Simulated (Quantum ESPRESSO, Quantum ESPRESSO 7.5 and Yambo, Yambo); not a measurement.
# Quasiparticle gap of Al2O3 (Corundum) in Yambo

Wanted: ground state, empty states, screening and self-energy for Al2O3 (Corundum).

Method: PBE and many-body steps on it, plane waves, in Quantum ESPRESSO 7.5 and Yambo 5.3.0.

**The experiments to reproduce.**

- Gap 8.7 eV: optical band gap of host from absorption; optical absorption, quoted from earlier work; bulk crystal (high-purity reference sample) (quoted in “Multi-petahertz electron interference in Cr:Al2O3 solid-state material”, 2018, pmc:5906618).

Most raw output is cut from this account.

### 1. Starting point

It takes space group R-3c (No. 167, trigonal). Conventional cell: a = 4.760 Å, b = 4.760 Å, c = 12.996 Å, α = 90.00°, β = 90.00°, γ = 120.00°. Nearest to Al lie 6 O at 1.85 to 1.97 Å. O has 4 Al at 1.85 to 1.97 Å nearest. Farther neighbours and most contacts between anions are not listed.

The cell and positions come from the Crystallography Open Database and are kept as given unless a step says otherwise.

### 2. Ground state

This step: Quantum ESPRESSO 7.5; DFT, PBE, plane waves, norm-conserving pseudopotentials.

The ground-state density comes first.

Contents of pw.in:

```
&control
  calculation = 'scf'
  prefix = 'x'
  outdir = 'o'
  pseudo_dir = 'pseudo'
/
&system
  ibrav = 0
  nat = 10
  ntyp = 2
  ecutwfc = 72.0
  nbnd = 33
  force_symmorphic = .true.
/
&electrons
  conv_thr = 1e-10
  electron_maxstep = 80
  mixing_beta = 0.5
/
ATOMIC_SPECIES
  Al 26.982 Al.upf
  O 15.999 O.upf
CELL_PARAMETERS angstrom
  2.3802500000 1.3742379782 4.3318666667
  -2.3802500000 1.3742379782 4.3318666667
  -0.0000000000 -2.7484759565 4.3318666667
ATOMIC_POSITIONS crystal
  Al 0.3521600000 0.3521600000 0.3521600000
  Al 0.1478400000 0.1478400000 0.1478400000
  Al 0.6478400000 0.6478400000 0.6478400000
  Al 0.8521600000 0.8521600000 0.8521600000
  O 0.5566800000 0.9433200000 0.2500000000
  O 0.2500000000 0.5566800000 0.9433200000
  O 0.9433200000 0.2500000000 0.5566800000
  O 0.4433200000 0.0566800000 0.7500000000
  O 0.7500000000 0.4433200000 0.0566800000
  O 0.0566800000 0.7500000000 0.4433200000
K_POINTS automatic
  6 6 6 0 0 0
```

Started as:

```sh
$ OMP_NUM_THREADS=1 mpirun -n 4 pw.x -nk 4 -in pw.in > pw.out
```

It took 68 s on 4 MPI ranks of Arm Neoverse V1, shared host; peak memory 0.5 GiB; 4.6 min of CPU time.

Numbers from this step:

- total energy: -2969.2711 eV
- gap: 6.266 eV
- k of the valence top: 0, 0, 0
- k of the conduction bottom: 0, 0, 0
- least direct gap: 6.266 eV

The gap is direct, at Γ.

### 3. Bands along the symmetry lines

The cheap functional maps the bands first; the places of the edges decide which points the dearer methods must see.

Contents of pw.in:

```
&control
  calculation = 'bands'
  prefix = 'x'
  outdir = 'o'
  pseudo_dir = 'pseudo'
/
&system
  ibrav = 0
  nat = 10
  ntyp = 2
  ecutwfc = 72.0
  nbnd = 30
  force_symmorphic = .true.
/
&electrons
  conv_thr = 1e-9
  electron_maxstep = 80
  diago_full_acc = .true.
  diago_thr_init = 5e-6
/
ATOMIC_SPECIES
  Al 26.982 Al.upf
  O 15.999 O.upf
CELL_PARAMETERS angstrom
  2.3802500000 1.3742379782 4.3318666667
  -2.3802500000 1.3742379782 4.3318666667
  -0.0000000000 -2.7484759565 4.3318666667
ATOMIC_POSITIONS crystal
  Al 0.3521600000 0.3521600000 0.3521600000
  Al 0.1478400000 0.1478400000 0.1478400000
  Al 0.6478400000 0.6478400000 0.6478400000
  Al 0.8521600000 0.8521600000 0.8521600000
  O 0.5566800000 0.9433200000 0.2500000000
  O 0.2500000000 0.5566800000 0.9433200000
  O 0.9433200000 0.2500000000 0.5566800000
  O 0.4433200000 0.0566800000 0.7500000000
  O 0.7500000000 0.4433200000 0.0566800000
  O 0.0566800000 0.7500000000 0.4433200000
K_POINTS crystal
  59
  0.00000000 0.00000000 0.00000000 1
  0.06250000 0.06250000 0.06250000 1
  0.12500000 0.12500000 0.12500000 1
  0.18750000 0.18750000 0.18750000 1
  0.25000000 0.25000000 0.25000000 1
  0.31250000 0.31250000 0.31250000 1
  0.37500000 0.37500000 0.37500000 1
  0.43750000 0.43750000 0.43750000 1
  0.50000000 0.50000000 0.50000000 1
  0.53327994 0.46672006 0.50000000 1
  0.56655988 0.43344012 0.50000000 1
  0.59983982 0.40016018 0.50000000 1
  0.63311976 0.36688024 0.50000000 1
  0.66639970 0.33360030 0.50000000 1
  0.69967964 0.30032036 0.50000000 1
  0.73295958 0.26704042 0.50000000 1
  0.76623952 0.23376048 0.50000000 1
  0.50000000 -0.23376048 0.23376048 1
  0.50000000 -0.20454042 0.20454042 1
  0.50000000 -0.17532036 0.17532036 1
  0.50000000 -0.14610030 0.14610030 1
  0.50000000 -0.11688024 0.11688024 1
  0.50000000 -0.08766018 0.08766018 1
  0.50000000 -0.05844012 0.05844012 1
  0.50000000 -0.02922006 0.02922006 1
  0.50000000 0.00000000 0.00000000 1
  0.43750000 0.00000000 0.00000000 1
  0.37500000 0.00000000 0.00000000 1
  0.31250000 0.00000000 0.00000000 1
  0.25000000 0.00000000 0.00000000 1
  0.18750000 0.00000000 0.00000000 1
  0.12500000 0.00000000 0.00000000 1
  0.06250000 0.00000000 0.00000000 1
  0.00000000 0.00000000 0.00000000 1
  0.04586003 -0.04586003 0.00000000 1
  0.09172006 -0.09172006 0.00000000 1
  0.13758009 -0.13758009 0.00000000 1
  0.18344012 -0.18344012 0.00000000 1
  0.22930015 -0.22930015 0.00000000 1
  0.27516018 -0.27516018 0.00000000 1
  0.32102021 -0.32102021 0.00000000 1
  0.36688024 -0.36688024 -0.00000000 1
  0.63311976 0.00000000 0.36688024 1
  0.61647979 0.00000000 0.38352021 1
  0.59983982 0.00000000 0.40016018 1
  0.58319985 0.00000000 0.41680015 1
  0.56655988 0.00000000 0.43344012 1
  0.54991991 0.00000000 0.45008009 1
  0.53327994 0.00000000 0.46672006 1
  0.51663997 0.00000000 0.48336003 1
  0.50000000 0.00000000 0.50000000 1
  0.43750000 0.00000000 0.43750000 1
  0.37500000 0.00000000 0.37500000 1
  0.31250000 0.00000000 0.31250000 1
  0.25000000 0.00000000 0.25000000 1
  0.18750000 0.00000000 0.18750000 1
  0.12500000 0.00000000 0.12500000 1
  0.06250000 0.00000000 0.06250000 1
  0.00000000 0.00000000 0.00000000 1
```

It took 30 s on 4 MPI ranks; peak memory 0.33 GiB.

This step gave:

```yaml
gap: 6.266 eV
k_of_the_valence_top: 0, 0, 0
k_of_the_conduction_bottom: 0, 0, 0
least_direct_gap: 6.266 eV
```

The gap is 6.266 eV, as in the run before at this level.

Electronic bands along the path, in eV, zero at the top of the highest filled band:

| point | band 21 | band 22 | band 23 | band 24 | band 25 | band 26 | band 27 | band 28 |
| --- | --- | --- | --- | --- | --- | --- | --- | --- |
| Γ | -0.49 | -0.04 | -0.04 | 0.00 | 6.27 | 9.19 | 10.78 | 11.56 |
| halfway | -0.50 | -0.50 | -0.11 | -0.11 | 7.24 | 9.24 | 10.63 | 11.68 |
| T | -0.38 | -0.38 | -0.38 | -0.38 | 8.71 | 8.71 | 11.13 | 11.13 |
| halfway | -0.85 | -0.85 | -0.53 | -0.53 | 9.40 | 9.40 | 10.83 | 10.83 |
| H2 | -0.84 | -0.84 | -0.50 | -0.50 | 9.74 | 9.74 | 10.15 | 10.15 |
| jump to H0 | -0.84 | -0.84 | -0.50 | -0.50 | 9.74 | 9.74 | 10.15 | 10.15 |
| halfway | -0.83 | -0.83 | -0.31 | -0.31 | 9.40 | 9.40 | 9.88 | 9.88 |
| L | -0.90 | -0.90 | -0.27 | -0.27 | 9.49 | 9.49 | 9.68 | 9.68 |
| halfway | -0.76 | -0.44 | -0.15 | -0.11 | 7.51 | 10.09 | 10.18 | 10.81 |
| Γ | -0.49 | -0.04 | -0.04 | 0.00 | 6.27 | 9.19 | 10.78 | 11.56 |
| halfway | -0.84 | -0.52 | -0.17 | -0.08 | 7.92 | 9.80 | 10.36 | 10.50 |
| S0 | -0.88 | -0.84 | -0.56 | -0.28 | 9.54 | 9.57 | 9.78 | 10.26 |
| jump to S2 | -0.88 | -0.84 | -0.56 | -0.28 | 9.54 | 9.57 | 9.78 | 10.26 |
| halfway | -0.95 | -0.83 | -0.74 | -0.26 | 9.64 | 9.82 | 9.84 | 10.27 |
| F | -1.02 | -0.91 | -0.74 | -0.25 | 9.68 | 9.76 | 9.95 | 10.44 |
| halfway | -0.96 | -0.59 | -0.26 | -0.17 | 7.77 | 10.16 | 10.20 | 10.78 |
| Γ | -0.49 | -0.04 | -0.04 | 0.00 | 6.27 | 9.19 | 10.78 | 11.56 |

### 4. Empty states on the mesh, 4×4×4 mesh, 378 bands

The sums over transitions need many empty states on a uniform mesh; this step solves for them.

Contents of pw.in:

```
&control
  calculation = 'nscf'
  prefix = 'x'
  outdir = 'o'
  pseudo_dir = 'pseudo'
/
&system
  ibrav = 0
  nat = 10
  ntyp = 2
  ecutwfc = 72.0
  nbnd = 378
  force_symmorphic = .true.
/
&electrons
  conv_thr = 1e-9
  electron_maxstep = 80
  diago_full_acc = .true.
  diago_thr_init = 5e-6
/
ATOMIC_SPECIES
  Al 26.982 Al.upf
  O 15.999 O.upf
CELL_PARAMETERS angstrom
  2.3802500000 1.3742379782 4.3318666667
  -2.3802500000 1.3742379782 4.3318666667
  -0.0000000000 -2.7484759565 4.3318666667
ATOMIC_POSITIONS crystal
  Al 0.3521600000 0.3521600000 0.3521600000
  Al 0.1478400000 0.1478400000 0.1478400000
  Al 0.6478400000 0.6478400000 0.6478400000
  Al 0.8521600000 0.8521600000 0.8521600000
  O 0.5566800000 0.9433200000 0.2500000000
  O 0.2500000000 0.5566800000 0.9433200000
  O 0.9433200000 0.2500000000 0.5566800000
  O 0.4433200000 0.0566800000 0.7500000000
  O 0.7500000000 0.4433200000 0.0566800000
  O 0.0566800000 0.7500000000 0.4433200000
K_POINTS automatic
  4 4 4 0 0 0
```

It took 3.1 min on 4 MPI ranks; peak memory 1.1 GiB; 12 min of CPU time.

This step gave:

```
gap                                                           : 6.266 eV
k of the valence top                                          : 0, 0, 0
k of the conduction bottom                                    : 0, 0, 0
least direct gap                                              : 6.266 eV
k points computed                                             : 14
lowest point of the top converged band, above the valence top : 137.0693 eV
```

On this mesh the gap is 6.266 eV.

### 5. Conversion and set-up

This step: Yambo 5.3.0; conversion and set-up on PBE, plane waves, norm-conserving pseudopotentials.

The states are converted to the many-body program's format and the q mesh is built.

Started as:

```sh
$ (cd o/x.save; p2y > p2y.log; mv SAVE ../..); yambo > setup.log
```

The job ended after 3 s (1 MPI rank; peak memory 0.25 GiB).

### 6. Screening and self-energy, 4×4×4 mesh, 378 bands, screening to 204.1 eV

G0W0 replaces the xc potential by the self-energy, built once from these orbitals. Only a window of levels is corrected, while the sums run over the empty bands that the input names.

This step: G0W0 on PBE, plane waves, norm-conserving pseudopotentials.

Contents of gw3.in:

```
HF_and_locXC
gw0
dyson
ppa
em1d
rim_cut
RandQpts= 1000000
RandGvec= 1 RL
EXXRLvcs= 72 Ry
VXCRLvcs= 288 Ry
Chimod= "HARTREE"
% BndsRnXp
 1 | 378 |
%
NGsBlkXp= 15 Ry
% LongDrXp
 1 | 1 | 1 |
%
% GbndRnge
 1 | 378 |
%
DysSolver= "n"
ExtendOut
PPAPntXp= 27.21138 eV
% QPkrange
 1 | 1 | 23 | 26 |
%
```

Started as:

```sh
$ OMP_NUM_THREADS=1 mpirun -n 4 yambo -F gw3.in -J gw3 -C gw3 > gw3.log
```

The job ended after 39 min (4 MPI ranks; peak memory 4.4 GiB).

This step gave:

| Item | Value |
| --- | --- |
| G0W0 gap on the points computed | 8.589 eV |
| starting gap on the mesh | 6.266 eV |
| k of the valence top | 0, 0, 0 |
| k of the conduction bottom | 0, 0, 0 |
| least direct G0W0 gap on the computed points | 8.589 eV |
| Z at the valence top | 0.8137 |
| Z at the conduction bottom | 0.8503 |

The gap on the mesh goes from 6.27 eV to 8.59 eV, a correction of +2.32 eV.

Limits: finite bands, cutoff and mesh. v1 is the top filled band, c1 the lowest empty one. Levels before and after the correction, in eV, zero at the valence-band top of each column:

|  | conduction bottom | valence top |
| --- | --- | --- |
| Kohn-Sham | 6.27 | 0.00 |
| G0W0 | 8.59 | 0.00 |

|  | level | energy (eV) |
| --- | --- | --- |
| Kohn-Sham | Γ v2 | -0.045 |
| Kohn-Sham | Γ v1 | 0.000 |
| Kohn-Sham | Γ c1 | 6.266 |
| Kohn-Sham | Γ c2 | 9.188 |
| G0W0 | Γ v2 | -0.053 |
| G0W0 | Γ v1 | 0.000 |
| G0W0 | Γ c1 | 8.589 |
| G0W0 | Γ c2 | 11.514 |

### 7. Where the time went

Times are wall times on the hardware named with each run, good to a factor of about two.

| step | time | share | memory (GiB) |
| --- | --- | --- | --- |
| ground state | 68 s | 3 % | 0.5 |
| bands along the symmetry lines | 30 s | 1 % | 0.33 |
| empty states on the mesh | 3.1 min | 7 % | 1.1 |
| conversion and set-up | 3 s | 0 % | 0.25 |
| screening and self-energy | 39 min | 89 % | 4.4 |

### 8. What came out

* PBE gap: 6.27 eV, direct
* G0W0 gap on the mesh: 8.59 eV
* GW settings: 4×4×4 mesh, 378 bands, screening to 204.1 eV, Godby-Needs plasmon pole
* known limits: not at the basis limit

What this shows: G0W0 moves the gap on the mesh from 6.27 eV to 8.59 eV (+2.32 eV), with Z of 0.81 and 0.85 at the edges. Only 1 of the mesh's irreducible points was corrected, so a valley elsewhere could overtake. The dearest step here is «screening and self-energy». Against experiment, by G0W0@PBE: the gap of 8.59 eV lies −0.11 eV from the measured 8.7 eV (optical, quoted 2018). An exciton line or allowed optical edge lies below the quasiparticle gap by the binding energy; a forbidden edge can push the onset above it. The calculation has static nuclei and no excitons; a measured gap holds zero-point and thermal motion, which mostly lowers it. Bands and cutoff are finite, so the gap is not at the basis limit. The miss can reach some tenths of an eV and take either sign; the mesh is an error of its own. In the G0W0 run levels were corrected at 1 k point alone, so a gap called «on the mesh» is the least over those, and an edge elsewhere would be missed.

[Paths, hosts, dates, memory and timing lines, banners, echoed tables and standing remarks are left out of the program output.]

[Logs are printed without paths, hosts, clocks, repeated set-up lines and the standing remarks that a program may print on its own settings, such as how far it seeks lower states.]

[Runs of the session that timed out or met a known fault of the program may be left out.]

[Hosts, paths, dates, database ids (printed as entryN), source tags and the programs' standing remarks are cut or masked in the printed files.]
